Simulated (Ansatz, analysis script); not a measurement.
**FeGe: where the moment collapses**

Aim: follow the moments and energy of FeGe as the cell is scaled, from three starts.

Calculated with Ansatz 0.2.0; PBE, PAW set soft_1.

Most raw output is cut from this account.

The database entry behind the starting cell differs from later determinations by our own check (about 0.2 % short), so it need not match the best structure at ambient conditions.

### 1. Set-up

Symmetry: P2_13, No. 198, cubic system. Conventional cell: a = 4.689 Å, b = 4.689 Å, c = 4.689 Å, α = 90.00°, β = 90.00°, γ = 90.00°. Nearest to Fe lie 7 Ge at 2.38 to 2.64 Å. Nearest to Ge lie 7 Fe at 2.38 to 2.64 Å. Farther neighbours are not listed.

The cell of this run holds 8 atoms, 4 of them with a starting moment; values «a cell» refer to the cell of the run in question.

### 2. Two spin channels first

A collinear run comes first: it shows whether moments survive, and how large they are.

File input.yaml:

```yaml
crystal:
  lattice:
    - [4.689, 0.0, 0.0]
    - [0.0, 4.689, 0.0]
    - [0.0, 0.0, 4.689]
  atoms:
    - { symbol: Fe, position: [0.135, 0.135, 0.135], spin: 2.8 }
    - { symbol: Fe, position: [0.365, 0.865, 0.635], spin: 2.8 }
    - { symbol: Fe, position: [0.635, 0.365, 0.865], spin: 2.8 }
    - { symbol: Fe, position: [0.865, 0.635, 0.365], spin: 2.8 }
    - { symbol: Ge, position: [0.842, 0.842, 0.842] }
    - { symbol: Ge, position: [0.658, 0.158, 0.342] }
    - { symbol: Ge, position: [0.342, 0.658, 0.158] }
    - { symbol: Ge, position: [0.158, 0.342, 0.658] }
magnetization:
  spin_polarized: true
kpoints:
  mp_grid: { grid: [7, 7, 7] }
hamiltonian:
  xc: pbe
  pseudopotentials: { kind: paw, azcp: { folder: soft_1 } }
scf:
  occupations: { method: fermi_dirac, width: 0.05 }
  max_iter: 120
  convergence: { dr2_threshold: 1.0e-08 }
  lower_state_search: "off"
```

Started as:

```bash
> ansatz run input.yaml --threads 2 --pin off --max-ram 5120MiB --backend cpu --events-out ev --progress --plain --runs-dir out
```

The job ended after 37 s (2 threads of Arm Neoverse V2, shared host; peak memory 0.52 GiB).

Spin moment in the atom's sphere by atom:

```
atom  spin moment in the atom's sphere (μB)
 Fe1                                   1.18
 Fe2                                   1.18
 Fe3                                   1.18
 Fe4                                   1.18
 Ge5                                  -0.06
 Ge6                                  -0.06
 Ge7                                  -0.06
 Ge8                                  -0.06
```

Tables count atoms from 1; parts of the log count from 0.

The run ends ferromagnetic, with a net moment of 4.26 μB a cell. Only this order was typed.

### 3. Mesh refined

Levels at the Fermi energy are partly filled, so moments and energy differences can hang on the k-mesh, and the state is solved again on a denser one.

input.yaml, the sections that differ from step 2:

```yaml
crystal:
  lattice:
    - [4.689, 0.0, 0.0]
    - [0.0, 4.689, 0.0]
    - [0.0, 0.0, 4.689]
  atoms:
    - { symbol: Fe, position: [0.135, 0.135, 0.135], spin: 1.18 }
    - { symbol: Fe, position: [0.365, 0.865, 0.635], spin: 1.18 }
    - { symbol: Fe, position: [0.635, 0.365, 0.865], spin: 1.18 }
    - { symbol: Fe, position: [0.865, 0.635, 0.365], spin: 1.18 }
    - { symbol: Ge, position: [0.842, 0.842, 0.842] }
    - { symbol: Ge, position: [0.658, 0.158, 0.342] }
    - { symbol: Ge, position: [0.342, 0.658, 0.158] }
    - { symbol: Ge, position: [0.158, 0.342, 0.658] }
kpoints:
  mp_grid: { grid: [8, 8, 8] }
basis:
  ecutwfc: 420.0
checkpoint:
  read: start
  write: ck
  compress: false
  write_wavefunctions: false
  write_every: 100000
# magnetization, hamiltonian, scf: as in step 2
```

The job ended after 25 s (2 threads; peak memory 0.67 GiB; 49 s of CPU time).

Spin moment in the atom's sphere by atom:

(Unchanged from step 2.)

The run ends ferromagnetic, with a net moment of 4.28 μB a cell, against 4.26 μB on the first mesh.

The cell's volume is scaled by the factor named; fractional positions stay, and energies count from the lowest run.

### 4. Factor 0.82, typed moments

Three starts at each size show whether high-spin, low-spin and non-magnetic states coexist. One mesh, built for the smallest cell, and one cutoff serve all sizes, so that energies can be subtracted.

input.yaml, the sections that differ from step 3:

```yaml
crystal:
  lattice:
    - [4.38885787, 0.0, 0.0]
    - [0.0, 4.38885787, 0.0]
    - [0.0, 0.0, 4.38885787]
  atoms:
    - { symbol: Fe, position: [0.135, 0.135, 0.135], spin: 2.8 }
    - { symbol: Fe, position: [0.365, 0.865, 0.635], spin: 2.8 }
    - { symbol: Fe, position: [0.635, 0.365, 0.865], spin: 2.8 }
    - { symbol: Fe, position: [0.865, 0.635, 0.365], spin: 2.8 }
    - { symbol: Ge, position: [0.842, 0.842, 0.842] }
    - { symbol: Ge, position: [0.658, 0.158, 0.342] }
    - { symbol: Ge, position: [0.342, 0.658, 0.158] }
    - { symbol: Ge, position: [0.158, 0.342, 0.658] }
kpoints:
  mp_grid: { grid: [9, 9, 9] }
output:
  stress: true
# magnetization, hamiltonian, scf, basis: as in step 3
# checkpoint: removed
```

Started as:

```bash
> ansatz run input.yaml --threads 1 --pin off --max-ram 2560MiB --backend cpu --events-out ev --progress --plain --runs-dir out
```

Run time: 2.5 min. Hardware: 1 thread; peak memory 0.62 GiB.

It ends non-magnetic, with 0 μB on the largest site.

### 5. Factor 0.82, starting moments cut to 30 %

The density is converged from the given moments; the state reached depends on that start.

input.yaml, the sections that differ from step 4:

```yaml
crystal:
  lattice:
    - [4.38885787, 0.0, 0.0]
    - [0.0, 4.38885787, 0.0]
    - [0.0, 0.0, 4.38885787]
  atoms:
    - { symbol: Fe, position: [0.135, 0.135, 0.135], spin: 0.84 }
    - { symbol: Fe, position: [0.365, 0.865, 0.635], spin: 0.84 }
    - { symbol: Fe, position: [0.635, 0.365, 0.865], spin: 0.84 }
    - { symbol: Fe, position: [0.865, 0.635, 0.365], spin: 0.84 }
    - { symbol: Ge, position: [0.842, 0.842, 0.842] }
    - { symbol: Ge, position: [0.658, 0.158, 0.342] }
    - { symbol: Ge, position: [0.342, 0.658, 0.158] }
    - { symbol: Ge, position: [0.158, 0.342, 0.658] }
# magnetization, kpoints, hamiltonian, scf, basis, output: as in step 4
```

Elapsed: 3 min, on 1 thread; peak memory 0.61 GiB.

It ends non-magnetic, with 0 μB on the largest site.

### 6. Factor 0.94, starting moments cut to 30 %

A self-consistent run from these starting moments shows which magnetic state they lead to.

input.yaml: that of step 5 with these lines changed.

```diff
@@ -2,5 +2,5 @@
   lattice:
-    - [4.38885787, 0.0, 0.0]
-    - [0.0, 4.38885787, 0.0]
-    - [0.0, 0.0, 4.38885787]
+    - [4.59327926, 0.0, 0.0]
+    - [0.0, 4.59327926, 0.0]
+    - [0.0, 0.0, 4.59327926]
   atoms:
```

The job ended after 1.9 min (1 thread; peak memory 0.66 GiB).

It ends ferromagnetic, with 1.10 μB on the largest site.

### 7. Factor 1, no spin

input.yaml, the sections that differ from step 6:

```yaml
crystal:
  lattice:
    - [4.689, 0.0, 0.0]
    - [0.0, 4.689, 0.0]
    - [0.0, 0.0, 4.689]
  atoms:
    - { symbol: Fe, position: [0.135, 0.135, 0.135] }
    - { symbol: Fe, position: [0.365, 0.865, 0.635] }
    - { symbol: Fe, position: [0.635, 0.365, 0.865] }
    - { symbol: Fe, position: [0.865, 0.635, 0.365] }
    - { symbol: Ge, position: [0.842, 0.842, 0.842] }
    - { symbol: Ge, position: [0.658, 0.158, 0.342] }
    - { symbol: Ge, position: [0.342, 0.658, 0.158] }
    - { symbol: Ge, position: [0.158, 0.342, 0.658] }
scf:
  occupations: { method: fermi_dirac, width: 0.05 }
  max_iter: 120
  convergence: { dr2_threshold: 1.0e-08 }
# kpoints, hamiltonian, basis, output: as in step 6
# magnetization: removed
```

Elapsed: 39 s, on 1 thread; peak memory 0.48 GiB.

This is the reference without moments at this size.

### 8. Factor 1.06, no spin

input.yaml: that of step 7 with these lines changed.

```diff
@@ -2,5 +2,5 @@
   lattice:
-    - [4.689, 0.0, 0.0]
-    - [0.0, 4.689, 0.0]
-    - [0.0, 0.0, 4.689]
+    - [4.78096452, 0.0, 0.0]
+    - [0.0, 4.78096452, 0.0]
+    - [0.0, 0.0, 4.78096452]
   atoms:
```

The job ended after 37 s (1 thread; peak memory 0.49 GiB).

This is the reference without moments at this size.

### 9. Factor 1.2, no spin

input.yaml: that of step 8 with these lines changed.

```diff
@@ -2,5 +2,5 @@
   lattice:
-    - [4.78096452, 0.0, 0.0]
-    - [0.0, 4.78096452, 0.0]
-    - [0.0, 0.0, 4.78096452]
+    - [4.98280603, 0.0, 0.0]
+    - [0.0, 4.98280603, 0.0]
+    - [0.0, 0.0, 4.98280603]
   atoms:
```

Wall time 45 s (1 thread); peak memory 0.52 GiB.

This is the reference without moments at this size.

The other 21 runs of this kind were made alike; their results stand in the table below.

### 10. Analysis

```
factor  E typed (meV/atom)  E small  E no spin  largest moment, typed (μB)  small   state, typed   state, small
  0.82               253.9    253.9      253.9                        0.00   0.00   non-magnetic   non-magnetic
  0.88                92.6     92.6       94.6                        0.98   0.98  ferromagnetic  ferromagnetic
  0.94                13.3     13.3       30.1                        1.10   1.10  ferromagnetic  ferromagnetic
  0.97                 0.0      0.0       24.1                        1.14   1.14  ferromagnetic  ferromagnetic
     1                 0.4      0.4       31.9                        1.19   1.19  ferromagnetic  ferromagnetic
  1.03                11.9     11.9       51.2                        1.26   1.26  ferromagnetic  ferromagnetic
  1.06                32.1     32.1       80.1                        1.38   1.38  ferromagnetic  ferromagnetic
  1.12                87.7     87.7      160.5                        1.74   1.74  ferromagnetic  ferromagnetic
   1.2               178.0    178.0      300.9                        2.18   2.18  ferromagnetic  ferromagnetic
```

### 11. What came out

```yaml
lowest_run: factor 0.97, typed moments
largest_moment_typed_start: 0 μB at 0.82 to 2.18 μB at 1.2
gain_by_magnetism: 0.0 to 122.9 meV/atom
```

What this shows: From a factor of 0.82 to 1.2 the largest moment goes from 0 to 2.18 μB. The moment is lost at factors of 0.82 or less among those run. Site moments are taken in spheres that grow with the cell. It rises fastest, by 0.98 μB between 0.82 and 0.88; the grid is too coarse to tell a step from a steep rise. Both magnetic starts, which share one pattern of signs, end on one state at every size; other orders were not tried. The cell's shape and the atoms were not relaxed. The 27 scaled-cell runs took 48 min of wall time, added up.

[Logs and program files are shortened in this print: banners, set-up blocks, solver, clock and traceback lines can be left out without a mark of their own.]

[Logs are printed without paths, hosts, clocks, repeated set-up lines and the standing remarks that a program may print on its own settings, such as how far it seeks lower states.]

[Hosts, paths, dates, database ids (printed as entryN), source tags and the programs' standing remarks are cut or masked in the printed files.]

[Where the input sets lower_state_search to off, the program did not look for lower states, so one may exist.]
